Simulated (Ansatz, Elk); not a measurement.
# How far do independent atoms describe NbRhC2?

The structure of NbRhC2 used here is made up (a known structure type with other elements) and was relaxed beforehand with PBEsol. The aim is the Fourier transform of its all-electron density, F(hkl), set beside the sum over free spherical atoms that refinements use.

Program: Elk 11.2.3 (patched build). Level of theory: DFT, PBE, all-electron APW+lo, Dirac cores, scalar-relativistic bands, static density, no spin. Results are calculated unless marked as measured.

The structure was built from a prototype and need not be the compound's stable phase.

## Step 1: Set-up

The structure is trigonal, space group R-3m (No. 166). The conventional cell has a = 3.225 Å, b = 3.225 Å, c = 13.672 Å, α = 90.00°, β = 90.00°, γ = 120.00°. Nearest to Rh lie 6 C at 2.15 Å. Nb has 6 C at 2.22 Å nearest. C has 3 Rh at 2.15 Å and 3 Nb at 2.22 Å nearest. Farther neighbours are not listed.

## Step 2: Ground state and structure factors

An all-electron density is needed, since X-rays see the cores too. Task 0 finds the density and task 195 Fourier-transforms it; tshift is off so that phases refer to the origin typed.

The input, elk.in:

```
tasks
  0
  195

xctype
  20

spinpol
  .false.

rgkmax
  7.0

gmaxvr
  14.0

lmaxo
  7

lmaxapw
  8

swidth
  0.002

tshift
  .false.

ramdisk
  .false.

hmaxvr
  5.5

maxscl
  120

epspot
  1e-06

sppath
  './'

avec
  3.04752290515 1.75948816994 8.61235190235
  -3.04752290515 1.75948816994 8.61235190235
  0.00000000000 -3.51897633901 8.61235190253

atoms
  3
  'Rh.in'
  1
  0.5000000000 0.5000000000 0.5000000000   0.000000 0.000000 0.000000
  'Nb.in'
  1
  0.0000000000 0.0000000000 0.0000000000   0.000000 0.000000 0.000000
  'C.in'
  2
  0.2455969492 0.2455969492 0.2455969492   0.000000 0.000000 0.000000
  0.7544030508 0.7544030508 0.7544030508   0.000000 0.000000 0.000000

ngridk
  8 8 8
```

Command:

```
$ OMP_NUM_THREADS=4 elk
```

Numbers of over 12 decimals in the logs are rounded to 6 here.

The log of the run:

```text
┌─────────────────────────┐
│ Elk code version 11.2.3 │
└─────────────────────────┘

All units are atomic (Hartree, Bohr, etc.)

┌─────────────────────────────────────────────────┐
│ Ground-state run starting from atomic densities │
└─────────────────────────────────────────────────┘

Lattice vectors :
   3.047522905       1.759488170       8.612351902
  -3.047522905       1.759488170       8.612351902
   0.000000000      -3.518976339       8.612351903

Reciprocal lattice vectors :
   1.030867610      0.5951716921      0.2431850354
  -1.030867610      0.5951716921      0.2431850354
 -0.1557682039E-16  -1.190343384      0.2431850355

Unit cell volume      :    277.0807451
Brillouin zone volume :   0.8952271778

Muffin-tin inner radius fraction :   0.1000000000E-01

Nuclei treated as point charges

Species : 1 (Rh)
 parameters loaded from : Rh.in
 name : rhodium
 nuclear charge    :   -45.00000000
 electronic charge :    45.00000000
 atomic mass :    187585.2511
 muffin-tin radius :    2.373794886
 number of radial points in muffin-tin :   1193
 inner part over the whole radius :   0.9927766833E-02
 number on inner part of muffin-tin    :    847
 approximate nuclear radius :   0.8524867730E-04
 number of mesh points to nuclear radius :    425
 atomic positions (lattice), magnetic fields (Cartesian) :
  1 :   0.50000000  0.50000000  0.50000000    0.00000000  0.00000000  0.00000000

Species : 2 (Nb)
 parameters loaded from : Nb.in
 name : niobium
 nuclear charge    :   -41.00000000
 electronic charge :    41.00000000
 atomic mass :    169357.9704
 muffin-tin radius :    2.534138332
 number of radial points in muffin-tin :   1193
 inner part over the whole radius :   0.9873693068E-02
 number on inner part of muffin-tin    :    847
 approximate nuclear radius :   0.8268951942E-04
 number of mesh points to nuclear radius :    419
 atomic positions (lattice), magnetic fields (Cartesian) :
  1 :   0.00000000  0.00000000  0.00000000    0.00000000  0.00000000  0.00000000

Species : 3 (C)
 parameters loaded from : C.in
 name : carbon
 nuclear charge    :   -6.000000000
 electronic charge :    6.000000000
 atomic mass :    21894.16674
 muffin-tin radius :    1.601766909
 number of radial points in muffin-tin :    593
 inner part over the whole radius :   0.9795591236E-02
 number on inner part of muffin-tin    :    404
 approximate nuclear radius :   0.4747601631E-04
 number of mesh points to nuclear radius :    167
 atomic positions (lattice), magnetic fields (Cartesian) :
  1 :   0.24559695  0.24559695  0.24559695    0.00000000  0.00000000  0.00000000
  2 :  -0.24559695 -0.24559695 -0.24559695    0.00000000  0.00000000  0.00000000

Total number of atoms per unit cell :    4
Total muffin-tin volume :    158.6259072
 ratio of muffin-tin to unit cell volume :   0.5724898249

Spin treatment :
 spin-unpolarised

Number of Bravais lattice symmetries :   12
Number of crystal symmetries         :   12
Crystal has inversion symmetry
Real symmetric eigensolver will be used

k-point grid :      8     8     8
k-point offset :    0.000000000       0.000000000       0.000000000
k-point set is reduced with full crystal symmetry group
Total number of k-points :       65

Muffin-tin radius times maximum |G+k| :    7.000000000
 using average radius
Maximum |G+k| for APW functions       :    3.451903320
Maximum (1/2)|G+k|²                   :    5.957818267
Maximum |G| for potential and density :    14.00000000
Constant for pseudocharge density :    9
 order of it for each species :   16  16  16
 order of it for pair densities of each species (exact exchange by exxq0 0: 17) :   13  15   5
Radial integration step length :    1

G-vector grid sizes :     42    42    42
Number of G-vectors :    12861

Maximum angular momentum used for
 APW functions            :    8
 outer part of muffin-tin :    7
 inner part of muffin-tin :    2

Total nuclear charge    :   -98.00000000
Total core charge       :    60.00000000
Total valence charge    :    38.00000000
[...]
xc potential                :     -328.50230593408
 exchange                    :     -263.26737409154
 correlation                 :     -4.955621
 electron entropic           :    -0.19114629076451E-03
 total energy                :     -8683.0757847477

Density of states at Fermi energy :    14.38629634
 (states/Hartree/unit cell)

Estimated indirect band gap :   0.2451780181E-02
 from k-point 49 to k-point 2
Estimated direct band gap   :   0.6362235308E-02
 at k-point 49

Charges :
 core                        :    60.00000000
 valence                     :    38.00000000
 interstitial                :    5.996288204
 muffin-tins (core leakage)
  species : 1 (Rh)
   atom 1                    :    42.69771186     ( -0.2237416439E-06)
  species : 2 (Nb)
   atom 1                    :    38.35489813     (  0.1365008210E-05)
  species : 3 (C)
[...]
total in muffin-tins        :    92.00371180
 total calculated charge     :    97.99555649
 total charge                :    98.00000000
 error                       :   0.4443513793E-02

RMS change in Kohn-Sham potential (target) :    1.985996737     (  0.1000000000E-05)
Absolute change in total energy (target)   :   0.3917294459     (  0.1000000000E-03)

[... loops 3 to 18 left out ...]

┌──────────────────┐
│ Loop number : 19 │
└──────────────────┘

Energies :
 Fermi                       :     0.490614
 sum of occupied eigenvalues :     -5149.7797015351
 electron kinetic            :      9018.0261496045
 core electron kinetic       :      8773.4696274079
 Coulomb                     :     -17431.041887365
 Coulomb potential           :     -13817.397914693
 nuclear-nuclear             :     -1120.0185338329
 electron-nuclear            :     -18834.608742957
 Hartree                     :      2523.5853894252
 Madelung                    :     -10522.342930018
 xc potential                :     -350.40793644620
 exchange                    :     -263.90921557546
 correlation                 :     -4.991345
 electron entropic           :    -0.31642125701674E-03
 total energy                :     -8681.9166150572

Density of states at Fermi energy :    22.17524129
 (states/Hartree/unit cell)

Estimated indirect band gap :   0.2544292345E-02
 from k-point 65 to k-point 47
Estimated direct band gap   :   0.6577818500E-02
 at k-point 2

Charges :
 core                        :    60.00000000
 valence                     :    38.00000000
 interstitial                :    5.660893780
 muffin-tins (core leakage)
  species : 1 (Rh)
[...]
species : 2 (Nb)
[...]
species : 3 (C)
[...]
total in muffin-tins        :    92.33910622
 total calculated charge     :    97.99612434
 total charge                :    98.00000000
 error                       :   0.3875655143E-02

RMS change in Kohn-Sham potential (target) :   0.2508373863E-06 (  0.1000000000E-05)
Absolute change in total energy (target)   :   0.1544049155E-05 (  0.1000000000E-03)

Convergence targets achieved

┌──────────────────┐
│ Loop number : 20 │
└──────────────────┘

Energies :
 Fermi                       :     0.490614
 sum of occupied eigenvalues :     -5149.7797021374
 electron kinetic            :      9018.0261493256
 core electron kinetic       :      8773.4696261143
 Coulomb                     :     -17431.041887426
 Coulomb potential           :     -13817.397913697
 nuclear-nuclear             :     -1120.0185338329
 electron-nuclear            :     -18834.608744159
 Hartree                     :      2523.5853905665
 Madelung                    :     -10522.342930577
 xc potential                :     -350.40793776567
 exchange                    :     -263.90921564254
 correlation                 :     -4.991345
 electron entropic           :    -0.31642122631947E-03
 total energy                :     -8681.9166154585

Density of states at Fermi energy :    22.17524400
 (states/Hartree/unit cell)

Estimated indirect band gap :   0.2544274328E-02
 from k-point 65 to k-point 47
Estimated direct band gap   :   0.6577820734E-02
 at k-point 2

Charges :
 core                        :    60.00000000
 valence                     :    38.00000000
 interstitial                :    5.660893763
 muffin-tins (core leakage)
  species : 1 (Rh)
[...]
species : 2 (Nb)
   atom 1                    :    39.28767033     (  0.1223234428E-05)
  species : 3 (C)
   atom 1                    :    4.691942126     (  0.2058374149E-04)
   atom 2                    :    4.691942126     (  0.2058374149E-04)
 total in muffin-tins        :    92.33910624
 total calculated charge     :    97.99612434
 total charge                :    98.00000000
 error                       :   0.3875655210E-02

┌──────────────────────────────┐
│ Self-consistent loop stopped │
└──────────────────────────────┘

Wrote STATE.OUT
```

It took 25 s on 4 threads of AMD EPYC 7B13 (Zen 3), shared host; peak memory 0.17 GiB.

SFACRHO.OUT:

```text

h k l indices transformed by vhmat matrix:
   1.000000000       0.000000000       0.000000000    
   0.000000000       1.000000000       0.000000000    
   0.000000000       0.000000000       1.000000000    

      h      k      l  multipl.   |H|            Re(F)            Im(F)           |F|

      0      0      0      1   0.0000000       98.000000     -0.82823041E-17   98.000000    
      1      1      1      2  0.72955511      -5.0900518     -0.54314407E-13   5.0900518    
      1      0      0      6   1.2149306      -3.8236735     -0.11535803E-13   3.8236735    
      0     -1     -1      6   1.2858745       60.902144     -0.26421195E-13   60.902144    
      2      2      2      2   1.4591102       58.991174      0.10995063E-12   58.991174    
     -2     -1     -1      6   1.5372510       71.339874     -0.36680250E-13   71.339874    
      2      1      2      6   1.7015850      -2.5720400     -0.96852682E-13   2.5720400    
     -1      1      0      6   2.0617352       62.235726     -0.26051630E-16   62.235726    
      3      2      2      6   2.0771920      -3.5481677     -0.78107002E-13   3.5481677    
      0     -1     -2     12   2.1870077      -2.9701844      0.40615641E-13   2.9701844    
      3      3      3      2   2.1886653      -1.6757117     -0.75223051E-13   1.6757117    
      2      3      3      6   2.2807479       59.155157      0.62125108E-13   59.155157    
      1      1     -1      6   2.3930751      -2.3752313      0.36049385E-14   2.3752313    
     -2      0      0      6   2.4298612       48.958937     -0.21013788E-13   48.958937    
     -2     -1     -3     12   2.5258176       48.068311     -0.84415644E-13   48.068311    
      2      2      0      6   2.5717490       55.468032      0.29260085E-13   55.468032    
      1      3      1      6   2.6732272      -1.5971216     -0.31242801E-13   1.5971216    
      3      3      4      6   2.7075475       46.464829      0.16805022E-12   46.464829
```

Elk indexes on the primitive cell of elk.in and gives |H| = 4π sin θ/λ in inverse bohr. Below, one row stands for each form hkl of the conventional cell (m members, Friedel mates merged), F is for one primitive cell and the density is static (no thermal factor). Free-atom factors are Waasmaier and Kirfel's, and R is Σm||F|−|F'||/Σm|F|. Elk warned that it couldn't find a linearisation energy, which lowers the accuracy of some states in this run and its variants.

```tsv
hkl	m	sin θ/λ (Å⁻¹)	abs F, DFT	neutral atoms	diff.
003	2	0.110	5.090	5.039	+0.051
101	6	0.183	3.824	3.714	+0.110
012	6	0.193	60.902	61.813	-0.911
006	2	0.219	58.991	59.804	-0.813
104	6	0.231	71.340	71.372	-0.032
015	6	0.256	2.572	2.507	+0.065
110	6	0.310	62.236	62.341	-0.105
107	6	0.312	3.548	3.799	-0.251
113	12	0.329	2.970	3.139	-0.169
009	2	0.329	1.676	1.626	+0.050
018	6	0.343	59.155	59.013	+0.142
021	6	0.360	2.375	2.438	-0.063
202	6	0.365	48.959	48.745	+0.214
116	12	0.380	48.068	47.847	+0.221
```

## Step 3: The highest occupied states alone

An energy window below the Fermi level keeps the highest occupied states, to see at which angles they scatter; shallow core shells can lie inside it and anion s states outside. No new self-consistency is needed.

elk.in: that of step 2 with these lines changed.

```diff
@@ -1,3 +1,2 @@
 tasks
-  0
   195
@@ -40,2 +39,5 @@
 
+wsfac
+  0.123120 0.790610
+
 sppath
```

Command:

```
$ OMP_NUM_THREADS=4 elk
```

The log of the run:

```text
┌─────────────────────────────────┐
│ Elk code version 11.2.3 started │
└─────────────────────────────────┘

Info(readinput): the functional depends on the density's gradient
 muffin-tin radial points multiplied by    2.00000
 (not where nrmtscf is given)

┌────────────────────┐
│ Current task : 195 │
└────────────────────┘
Info(checkmt): changed muffin-tin radius of species 1 (Rh) from   2.6000 to   2.3738
Info(checkmt): changed muffin-tin radius of species 2 (Nb) from   2.6000 to   2.5341
Info(checkmt): changed muffin-tin radius of species 3 (C) from   1.8000 to   1.6018

Warning(linengy): could not find 1 linearisation energies in s.c. loop 1

Info(sfacrho): density structure factors written to SFACRHO.OUT

 Energy window :   0.1231200000      0.7906100000

┌──────────────────┐
│ Elk code stopped │
└──────────────────┘
```

Elapsed: 3.9 s, on 4 threads; peak memory 0.16 GiB; 6.6 s of CPU time.

States within 10 eV below the Fermi level hold 18.00 electrons; any levels below the window count with the cores. Their amplitudes can exceed the total, where window and core parts have opposite phase:

```tsv
hkl	sin θ/λ (Å⁻¹)	abs F, window	abs F, all
003	0.110	3.920	5.090
101	0.183	2.914	3.824
012	0.193	1.719	60.902
006	0.219	1.219	58.991
104	0.231	4.655	71.340
015	0.256	1.675	2.572
110	0.310	1.966	62.236
107	0.312	0.930	3.548
113	0.329	0.792	2.970
009	0.329	0.825	1.676
```

## Step 4: Another functional

The difference from free atoms is small, so it is set against the change that PBEsol makes.

elk.in: that of step 3 with these lines changed.

```diff
@@ -1,2 +1,3 @@
 tasks
+  0
   195
@@ -4,3 +5,3 @@
 xctype
-  20
+  22
 
@@ -39,5 +40,2 @@
 
-wsfac
-  0.123120 0.790610
-
 sppath
```

Command:

```
$ OMP_NUM_THREADS=4 elk
```

The log of the run:

```text
┌─────────────────────────┐
│ Elk code version 11.2.3 │
└─────────────────────────┘

All units are atomic (Hartree, Bohr, etc.)

┌─────────────────────────────────────────────────┐
│ Ground-state run starting from atomic densities │
└─────────────────────────────────────────────────┘

Lattice vectors :
   3.047522905       1.759488170       8.612351902
  -3.047522905       1.759488170       8.612351902
   0.000000000      -3.518976339       8.612351903

Reciprocal lattice vectors :
   1.030867610      0.5951716921      0.2431850354
[...]
interstitial                :    5.684850236
 muffin-tins (core leakage)
  species : 1 (Rh)
[...]
species : 2 (Nb)
[...]
species : 3 (C)
   atom 1                    :    4.672375274     (  0.2130723370E-04)
   atom 2                    :    4.672375274     (  0.2130723370E-04)
 total in muffin-tins        :    92.31514976
 total calculated charge     :    97.99615575
 total charge                :    98.00000000
 error                       :   0.3844250792E-02

┌──────────────────────────────┐
│ Self-consistent loop stopped │
└──────────────────────────────┘

Wrote STATE.OUT
[key lines of the parts left out:]
total energy                :     -8677.1705408800
```

Run time: 24 s. Hardware: 4 threads; peak memory 0.17 GiB; 78 s of CPU time.

Against the first run R = 0.02 %; the largest change is -0.051 at 104.

## Step 5: A coarser k-mesh

About half the k-points along each axis test the sampling.

elk.in: that of step 4 with these lines changed.

```diff
@@ -5,3 +5,3 @@
 xctype
-  22
+  20
 
@@ -62,2 +62,2 @@
 ngridk
-  8 8 8
+  4 4 4
```

Command:

```
$ OMP_NUM_THREADS=4 elk
```

The log of the run:

```text
┌─────────────────────────┐
│ Elk code version 11.2.3 │
└─────────────────────────┘

All units are atomic (Hartree, Bohr, etc.)

┌─────────────────────────────────────────────────┐
│ Ground-state run starting from atomic densities │
└─────────────────────────────────────────────────┘

Lattice vectors :
   3.047522905       1.759488170       8.612351902
  -3.047522905       1.759488170       8.612351902
   0.000000000      -3.518976339       8.612351903

Reciprocal lattice vectors :
   1.030867610      0.5951716921      0.2431850354
[...]
interstitial                :    5.663270466
 muffin-tins (core leakage)
  species : 1 (Rh)
[...]
species : 2 (Nb)
[...]
species : 3 (C)
   atom 1                    :    4.692893062     (  0.2058735591E-04)
   atom 2                    :    4.692893062     (  0.2058735591E-04)
 total in muffin-tins        :    92.33672953
 total calculated charge     :    97.99615447
 total charge                :    98.00000000
 error                       :   0.3845532791E-02

┌──────────────────────────────┐
│ Self-consistent loop stopped │
└──────────────────────────────┘

Wrote STATE.OUT
[key lines of the parts left out:]
total energy                :     -8681.9186937448
```

Run time: 12 s. Hardware: 4 threads; peak memory 0.16 GiB.

Against the first run R = 0.01 %; the largest change is -0.012 at 0 2 10.

## Step 6: Basis size

The basis and the expansions that go with it are enlarged, to see whether the differences are converged.

elk.in: that of step 5 with these lines changed.

```diff
@@ -11,12 +11,12 @@
 rgkmax
-  7.0
+  8.5
 
 gmaxvr
-  14.0
+  18.0
 
 lmaxo
-  7
+  9
 
 lmaxapw
-  8
+  10
 
@@ -62,2 +62,2 @@
 ngridk
-  4 4 4
+  8 8 8
```

Command:

```
$ OMP_NUM_THREADS=4 elk
```

The log of the run:

```text
┌─────────────────────────┐
│ Elk code version 11.2.3 │
└─────────────────────────┘

All units are atomic (Hartree, Bohr, etc.)

┌─────────────────────────────────────────────────┐
│ Ground-state run starting from atomic densities │
└─────────────────────────────────────────────────┘

Lattice vectors :
   3.047522905       1.759488170       8.612351902
  -3.047522905       1.759488170       8.612351902
   0.000000000      -3.518976339       8.612351903

Reciprocal lattice vectors :
   1.030867610      0.5951716921      0.2431850354
[...]
interstitial                :    5.641765025
 muffin-tins (core leakage)
  species : 1 (Rh)
[...]
species : 2 (Nb)
[...]
species : 3 (C)
   atom 1                    :    4.698377116     (  0.2060502240E-04)
   atom 2                    :    4.698377116     (  0.2060502240E-04)
 total in muffin-tins        :    92.35823497
 total calculated charge     :    97.99965032
 total charge                :    98.00000000
 error                       :   0.3496788362E-03

┌──────────────────────────────┐
│ Self-consistent loop stopped │
└──────────────────────────────┘

Wrote STATE.OUT
[key lines of the parts left out:]
total energy                :     -8681.9222634620
```

Run time: 53 s. Hardware: 4 threads; peak memory 0.27 GiB; 2.7 min of CPU time.

Against the first run R = 0.01 %; the largest change is +0.009 at 110.

## Step 7: Settings against the effect

```tsv
run	R against the first run (%)	R against neutral atoms, low angle (%)	wall time
PBE, rgkmax 7	0.00	0.88	25 s
PBEsol	0.02	0.89	24 s
k-mesh 4×4×4	0.01	0.89	12 s
rgkmax 8.5 with larger expansions	0.01	0.88	53 s
```

## Step 8: Outcome

| Quantity | Value |
| --- | --- |
| R against neutral atoms, sin θ/λ < 0.3 Å⁻¹ | 0.88 % |
| R against neutral atoms, 0.3 to 0.82 Å⁻¹ | 0.46 % |

What this shows: Independent neutral atoms miss the calculated amplitudes by R = 0.88 % below 0.3 Å⁻¹ and 0.46 % from there to 0.82 Å⁻¹; by shells, 1.01 % below 0.15 Å⁻¹ (1 form), 0.88 % 0.15 to 0.3 (5 forms), 0.58 % 0.3 to 0.45 (14 forms), 0.44 % above 0.45 (75 forms). Bonding, aspherical density and the tables' own atoms all enter these figures, and the runs don't part them. The largest change of an amplitude is -0.91 electrons, at 012. Weak lines can change much in proportion: 1 0 13 goes from 0.62 to 0.75. The window's part falls from 18.0 electrons at the origin to at most 0.30 between 0.45 and 0.82 Å⁻¹. Below 0.3 Å⁻¹ the changes that finished (PBEsol, k-mesh 4×4×4 and rgkmax 8.5 with larger expansions) move F by R = 0.05 % at most, against the 0.88 % that separates it from free atoms. These runs have no spin, though d or f shells may be open. Part of the difference isn't bonding: the tables are fits to free atoms and ions calculated by other methods than this functional. Thermal motion, anomalous dispersion and extinction are left out.

[Logs are printed without paths, hosts, clocks, repeated set-up lines and the standing remarks that a program may print on its own settings, such as how far it seeks lower states.]

[Hosts, paths, dates, database ids (printed as entryN), source tags and the programs' standing remarks are cut or masked in the printed files.]
